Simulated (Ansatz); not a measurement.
# Moving the knobs of a GW run on H2CClF (P2_1)

Aim: change settings of a G0W0 run on H2CClF (P2_1) and see what moves.

Program: Ansatz 0.2.0. Level of theory: G0W0 on PBE, plane waves, PAW. Results are calculated unless marked as measured.

## (1) Starting point

Symmetry: P2_1, No. 4, monoclinic system. The conventional cell has a = 5.021 Å, b = 4.148 Å, c = 6.768 Å, α = 90.00°, β = 108.21°, γ = 90.00°. H has 1 C at 1.09 Å nearest. Nearest to C lie 2 H at 1.09 Å and 1 F at 1.38 Å and 1 Cl at 1.79 Å. Nearest to Cl lie 1 C at 1.79 Å. F has 1 C at 1.38 Å nearest. Farther neighbours and most contacts between anions are not listed.

Geometry: measured cell, ions relaxed with PBE. The runs that relaxed it are not among those shown. The default PAW set here is soft_2. Its files were made with PBE.

## (2) The base run: 4×4×2 mesh, 285 empty bands, screening to 96 eV, plasmon pole

G0W0 replaces the xc potential by the self-energy, built once from these orbitals. Only a window of levels is corrected, while the sums run over the empty bands that the input names.

Input file input.yaml:

```yaml
crystal:
  lattice:
    - [5.0206, 0.0, 0.0]
    - [0.0, 4.1477, 0.0]
    - [-2.1143188253, 0.0, 6.4288463713]
  atoms:
    - { symbol: H, position: [0.2853907074, 0.3914333251, 0.1553547444] }
    - { symbol: H, position: [0.7146092926, 0.8914333251, 0.8446452556] }
    - { symbol: H, position: [0.5708661695, 0.1079278767, 0.2708692269] }
    - { symbol: H, position: [0.4291338305, 0.6079278767, 0.7291307731] }
    - { symbol: C, position: [0.3461441783, 0.1407585261, 0.1942650717] }
    - { symbol: C, position: [0.6538558217, 0.6407585261, 0.8057349283] }
    - { symbol: Cl, position: [0.1665216804, 0.0025228448, 0.3683413112] }
    - { symbol: Cl, position: [0.8334783196, 0.5025228448, 0.6316586888] }
    - { symbol: F, position: [0.2645503672, 0.9578574273, 0.0149998989] }
    - { symbol: F, position: [0.7354496328, 0.4578574273, 0.9850001011] }
kpoints:
  mp_grid: { grid: [4, 4, 2] }
hamiltonian:
  xc: pbe
scf:
  occupations: { method: fixed }
gw:
  n_empty_bands: 285
  ecut_chi: 96
  qp_bands: [v3, c3]
  qp_kpoints: band_edges
  screening: { model: godby_needs }
```

The run is started by

```
$ ansatz run input.yaml --threads 3 --pin off --max-ram 92160MiB --backend cuda --events-out ev --progress --plain --runs-dir out --devices 1 --max-vram 13GiB  # rebuilt from the run's record
```

Numbers of over 12 decimals in the logs are rounded to 6 here.

The log of the run:

```text
GPUs: using 1 of 1 available (devices: 1).
Engine: ansatz 0.2.0, x86_64-unknown-linux-gnu
Pseudopotentials: kind: paw
Pseudopotential: H, paw, valence charge 1, recommended cutoff 420 eV (normal), H.paw.azcp
Pseudopotential: C, paw, valence charge 4, recommended cutoff 420 eV (normal), C.paw.azcp
Pseudopotential: Cl, paw, valence charge 7, recommended cutoff 420 eV (normal), Cl.paw.azcp
Pseudopotential: F, paw, valence charge 7, recommended cutoff 420 eV (normal), F.paw.azcp
Functional definition: PBE
  parameter kappa = 0.804
  parameter beta = 0.066725
  exchange = pbe_x(kappa = kappa, mu = beta*pi^2/3)
  correlation = pbe_c(beta = beta)
device memory: the entry about to start is reckoned to put 1.1 GiB on a device that reports 46.4 GiB free (of which the cap on the GPU budget leaves the run 13.0 GiB)
GPU FFT provider: cuFFT
GPU libraries: cuBLAS 13.8.2, cuFFT 12.4.0, cuSOLVER 12.3.4
Crystal: 10 atoms, lattice volume = 133.874 Å³
Basis set: ecut = 420 eV, 2603 PW (Γ)
Bands: 30, of which v1, the nominal top of the filled ones, is band 20 counted from 1 (19 counted from 0)
Symmetry: 2 space group operations
Space group: P21 (ITA 4), of the structure as read, at distance tolerance 5.1e-5 Å
k-points: 18 of 32 (time reversal used)
Non-local potential: H, projectors of the file, l = 0: 2, l = 1: 1
Non-local potential: C, projectors of the file, l = 0: 2, l = 1: 2, l = 2: 1
Non-local potential: Cl, projectors of the file, l = 0: 2, l = 1: 2, l = 2: 2
Non-local potential: F, projectors of the file, l = 0: 2, l = 1: 2, l = 2: 1
PAW form: soft (Blöchl's): semilocal exchange-correlation on the pseudo side does not see the compensation charge
PAW one-centre angular grid: H, 110 points (default); XC on 64 Gauss nodes
PAW one-centre angular grid: C, 110 points (default); XC on 64 Gauss nodes
PAW one-centre angular grid: Cl, 110 points (default); XC on 64 Gauss nodes
PAW one-centre angular grid: F, 110 points (default); XC on 64 Gauss nodes
Initial density: superposition of atomic densities (neutral atoms: chi_scale 0, normalization atom), corrected by the library's trained network
Initial wavefunctions: pseudopotential atomic-orbital guess
GPU buffer pool allocated for 51840 grid points (all kernels)
GPU transforms: local potential and band sums: pruned to the plane-wave sphere, on 36×27×45
Functional: x = pbe(κ = 0.804, μ = 0.219515), c = pbe(β = 0.066725)
SCF iter   1: F=—  HF=-4341.606285 eV  |F-HF|=—  |Δ(HF+E_count)|=         —  Δρ=1.53e-3  dr2=8.72e-4  ethr=1.77e-3  ⟨swp⟩=5.1  Hψ=2181  notcnv=0  defer=144
preconditioner: auto → Resta (q_TF=auto, 2.231 Å⁻¹)  ε∞=2.9  [insulator: Δε(μ)=5.995 eV  Ē_g=14.002 eV  n_scr=26 (ndim 8)  ℏωp=19.3 eV  f_vac=0.108  ε∞_Penn≈2.9]
[...]
NSCF: frozen V_eff on 1 k-points
SCF converged after 7 iterations
Free energy (F): -4341.608571 eV
Harris-Foulkes:  -4341.608571 eV  (|F-HF|=2.36e-11)
Internal energy: -4341.608571 eV  (E = F + TS)
E sigma→0 (E₀):  -4341.608571 eV
Fermi energy:    -0.638675 eV
--- Per-component energies (eV) ---
  E_band       = -302.456630
  E_kinetic    = 966.190213
  E_local      = -2749.921670  (includes V_loc(G=0)·N_el)
  E_nonlocal   = 264.470546
  E_hartree    = 983.658204
  E_xc         = -502.593272
  E_vxc        = -609.485319  (∫ρ·V_xc dr)
  E_paw        = -1919.564816  (= ΣΔE_a)
  E_vpaw       = -141.024539  (= ΣTr[D̂ρ^β])
  E_aug_tail   = -0.001295  (compensation charges beyond the density's cutoff)
  E_ewald      = -1383.846480
  E_smearing   = -0.000000  (= −TS)
  E_closure    = 0.000000  (closes the sum)
  Σ components = -4341.608571   (vs F -4341.608571, Δ=0.00e0)
--- Band table (eV; the first three rows and the last of 18) ---
  k-point 0: bands = [... 16 lower, -1.4015, -1.3764, -1.3552, -0.8884, 5.7133, 5.9528, 6.4523, 7.5892, ... 6 higher]
  k-point 1: bands = [... 16 lower, -1.5417, -1.2640, -1.2484, -0.9205, 5.7843, 5.8114, 6.7083, 7.0240, ... 6 higher]
  k-point 2: bands = [... 16 lower, -1.4757, -1.4155, -1.2257, -0.8710, 5.6744, 5.9702, 6.7764, 7.6708, ... 6 higher]
  k-point 17: bands = [... 16 lower, -1.4113, -1.4113, -0.6445, -0.6445, 5.8940, 5.8940, 7.1943, 7.1943, ... 6 higher]
--- G₀W₀: ω_p = 20.2973 eV, 32 q-points, 285 empty bands' worth ---
  eigenvalues of the whole cell's RPA ε∞ on this k-mesh (on a slab, of 1 + 4πα/V) = 2.0036, 2.0286, 2.3594; static W/v taken at q = 0 is 0.465535
  GN-PPA: 524350/2608501 pairs with Re ω̃² < 0 across q-mesh
  bands read: the sum over 305 bands ends inside a degenerate multiplet in 6 slots, whose members it reads at an even weight; the widest, k=4: bands 305 to 306 (counted from 1) at 1/2 each
  gw.qp_kpoints: band_edges: 18 of 18 stored k-points solved, in 1 pass; an edge of the gap read off the rows below is read off those points alone
    ik  band        ε_KS         Σx   Σc(E_QP)       V_xc       Z   E_QP_lin       E_QP  E_QP is
     0    18     -1.3764   -21.8646     2.8557   -16.9663  0.8211    -3.4441    -3.4189  root
     0    19     -1.3552   -20.7926     2.6981   -15.9770  0.8236    -3.4989    -3.4727  root
     0    20     -0.8884   -21.1856     2.6060   -16.5487  0.8253    -2.9420    -2.9193  root
     0    21      5.7133    -8.7356    -3.5974   -14.4205  0.8432     7.8219     7.8008  root
     0    22      5.9528    -8.8659    -3.6890   -14.6904  0.8408     8.1107     8.0883  root
     0    23      6.4523    -5.9743    -3.3341   -10.6806  0.8650     7.8335     7.8245  root
     1    18     -1.2640   -21.5109     2.7686   -16.6649  0.8242    -3.3663    -3.3413  root
     1    19     -1.2484   -20.8088     2.6800   -16.0149  0.8243    -3.3886    -3.3622  root
[...]
17    20     -0.6445   -21.8703     2.7268   -17.1246  0.8270    -2.6859    -2.6633  root
    17    21      5.8940    -9.3250    -3.7183   -15.2451  0.8390     8.1201     8.0958  root
    17    22      5.8940    -9.3250    -3.7183   -15.2451  0.8390     8.1201     8.0958  root
    17    23      7.1943    -7.0034    -3.5859   -12.3974  0.8570     9.0196     9.0025  root
```

Wall time 20 s (1 × NVIDIA H100 80GB HBM3 (shared by 6 runs) with 3 threads of AMD EPYC 7R13 (Zen 3), shared host); peak memory 1.7 GiB; 44 s of CPU time.

Reading the cycles: dr2 is the Hartree energy of the density residual (eV), the measure of convergence; HF is the Harris–Foulkes estimate of the energy, which meets the free energy F at convergence.

Numbers from this step:

```yaml
bands_summed: 305
plasmon_pole_fit_frequency: 20.30 eV
rpa_eps_infinity_on_this_mesh_eigenvalues: 2.004, 2.029, 2.359
plane_waves_in_the_screening_matrix: 299
q_points_in_the_mesh: 32
g0w0_gap_on_the_mesh: 10.02 eV
k_of_the_valence_top: -0.5, -0.5, 0
k_of_the_conduction_bottom: 0.25, 0, -0.5
starting_gap_on_the_mesh: 5.996 eV
z_at_the_valence_top: 0.8267
z_at_the_conduction_bottom: 0.8491
least_direct_g0w0_gap_on_the_computed_points: 10.07 eV
```

The gap on the mesh goes from 6.00 eV to 10.02 eV, a correction of +4.02 eV, though a band edge has moved to another state.

## (3) Variant: plasmon pole at a typed frequency

input.yaml: that of step 2 with these lines changed.

```diff
@@ -17,3 +17,3 @@
 kpoints:
-  mp_grid: { grid: [4, 4, 2] }
+  mp_grid: { grid: [2, 4, 2] }
 hamiltonian:
@@ -23,4 +23,4 @@
 gw:
-  n_empty_bands: 285
-  ecut_chi: 96
+  n_empty_bands: 303
+  ecut_chi: 100
   qp_bands: [v3, c3]
@@ -28 +28,2 @@
   screening: { model: godby_needs }
+  plasmon_pole_fit_frequency: 5
```

The log of the run:

```text
GPUs: using 1 of 1 available (devices: 1).
[...]
GPU FFT provider: cuFFT
GPU libraries: cuBLAS 13.8.2, cuFFT 12.4.0, cuSOLVER 12.3.4
Crystal: 10 atoms, lattice volume = 133.874 Å³
Basis set: ecut = 420 eV, 2603 PW (Γ)
Bands: 30, of which v1, the nominal top of the filled ones, is band 20 counted from 1 (19 counted from 0)
[... 1 set-up line as in the run before ...]
[...]
k-points: 12 of 16 (time reversal used)
[...]
GPU buffer pool allocated for 51840 grid points (all kernels)
[...]
SCF iter   1: F=—  HF=-4341.596491 eV  |F-HF|=—  |Δ(HF+E_count)|=         —  Δρ=1.55e-3  dr2=9.32e-4  ethr=1.77e-3  ⟨swp⟩=5.2  Hψ=1462  notcnv=0  defer=96
[...]
SCF iter   7: F=-4341.598699 eV  HF=-4341.598699 eV  |F-HF|=8.07e-10  |Δ(HF+E_count)|=   1.31e-7  Δρ=1.90e-6  dr2=4.98e-9  ethr=2.50e-10  ⟨swp⟩=8.7  Hψ=1499  notcnv=0
SCF 1 converged in 7 iterations: F = -4341.598699 eV  dr2 = 4.98e-9
[...]
NSCF: frozen V_eff on 12 k-points, pencils in batches of 32, up to order 120
[...]
NSCF: frozen V_eff on 12 k-points
G₀W₀ screening: q 1/12
[... further progress lines ...]
[...]
SCF converged after 7 iterations
Free energy (F): -4341.598699 eV
[...]
Internal energy: -4341.598699 eV  (E = F + TS)
E sigma→0 (E₀):  -4341.598699 eV
Fermi energy:    -0.636403 eV
[...]
--- Band table (eV; the first three rows and the last of 12) ---
  k-point 0: bands = [... 16 lower, -1.3991, -1.3738, -1.3527, -0.8858, 5.7148, 5.9544, 6.4534, 7.5906, ... 6 higher]
  k-point 1: bands = [... 16 lower, -1.5392, -1.2615, -1.2459, -0.9178, 5.7859, 5.8129, 6.7096, 7.0253, ... 6 higher]
  k-point 2: bands = [... 16 lower, -1.4733, -1.4131, -1.2233, -0.8685, 5.6758, 5.9718, 6.7777, 7.6722, ... 6 higher]
  k-point 11: bands = [... 16 lower, -1.4089, -1.4089, -0.6422, -0.6422, 5.8956, 5.8956, 7.1954, 7.1954, ... 6 higher]
--- G₀W₀: ω_p = 5.0000 eV, 16 q-points, 303 empty bands' worth ---
[...]
GN-PPA: 317928/1479607 pairs with Re ω̃² < 0 across q-mesh
[...]
0    18     -1.3738   -21.8731     3.0045   -16.9640  0.7996    -3.3097    -3.2784  root
     0    19     -1.3527   -20.7961     2.8454   -15.9766  0.8020    -3.3566    -3.3269  root
     0    20     -0.8858   -21.1945     2.7521   -16.5481  0.8044    -2.8099    -2.7802  root
     0    21      5.7148    -8.7177    -3.6220   -14.4184  0.8246     7.8214     7.7936  root
     0    22      5.9544    -8.8595    -3.7145   -14.6889  0.8221     8.0972     8.0693  root
     0    23      6.4534    -5.9725    -3.3151   -10.6812  0.8486     7.8586     7.8470  root
     1    18     -1.2615   -21.5157     2.9120   -16.6633  0.8031    -3.2325    -3.2019  root
     1    19     -1.2459   -20.8143     2.8286   -16.0140  0.8029    -3.2502    -3.2176  root
[...]
11    20     -0.6422   -21.9107     2.8845   -17.1233  0.8062    -2.5746    -2.5451  root
    11    21      5.8956    -9.3015    -3.7586   -15.2436  0.8198     8.1127     8.0790  root
    11    22      5.8956    -9.3015    -3.7586   -15.2436  0.8198     8.1127     8.0790  root
    11    23      7.1954    -6.9893    -3.5983   -12.3949  0.8386     9.0259     9.0027  root
```

The job ended after 14 s (1 × NVIDIA H100 80GB HBM3 (shared by 6 runs) with 3 threads; peak memory 1.5 GiB).

The G0W0 gap on the mesh is 9.907 eV.

Against the base:

```
                   setting   base  variant
                      mesh  4×4×2    2×4×2
               empty bands    285      303
     screening cutoff (eV)     96      100
plasmon pole fit frequency      -        5
```

```
                                    quantity  variant    base
                    starting gap on the mesh    5.995   5.996
                        G0W0 gap on the mesh    9.907  10.020
least direct G0W0 gap on the computed points    9.952  10.072
                        Z at the valence top    0.806   0.827
                  Z at the conduction bottom    0.825   0.849
```

## (4) Summary of results

| Quantity | Value |
| --- | --- |
| base | 10.02 eV, 20 s |
| plasmon pole at a typed frequency | 9.91 eV, 14 s |

In words: Plasmon pole at a typed frequency: the gap moves by −0.11 eV. The variant differs from the base in mesh, empty bands, screening cutoff and plasmon pole fit frequency together, so the change can't be laid to one of them. All runs here use a coarse mesh and modest cutoffs; they test settings and are not final values. The 4×4×2 mesh is coarse for this cell (its supercell is 14 Å along the shortest edge). The RPA ε∞ on it, from the PBE start, is 2.00, 2.03 and 2.36; such meshes misread the long-range screening, most where the gap is narrow.

[Paths, hosts, dates, memory and timing lines, banners, echoed tables and standing remarks are left out of the program output.]

[Logs are printed without paths, hosts, clocks, repeated set-up lines and the standing remarks that a program may print on its own settings, such as how far it seeks lower states.]

[Runs of the session that timed out or met a known fault of the program may be left out.]

[Cells called generated may have been cut or substituted from an entry of the Crystallography Open Database or the Materials Project.]

[Hosts, paths, dates, database ids (printed as entryN), source tags and the programs' standing remarks are cut or masked in the printed files.]
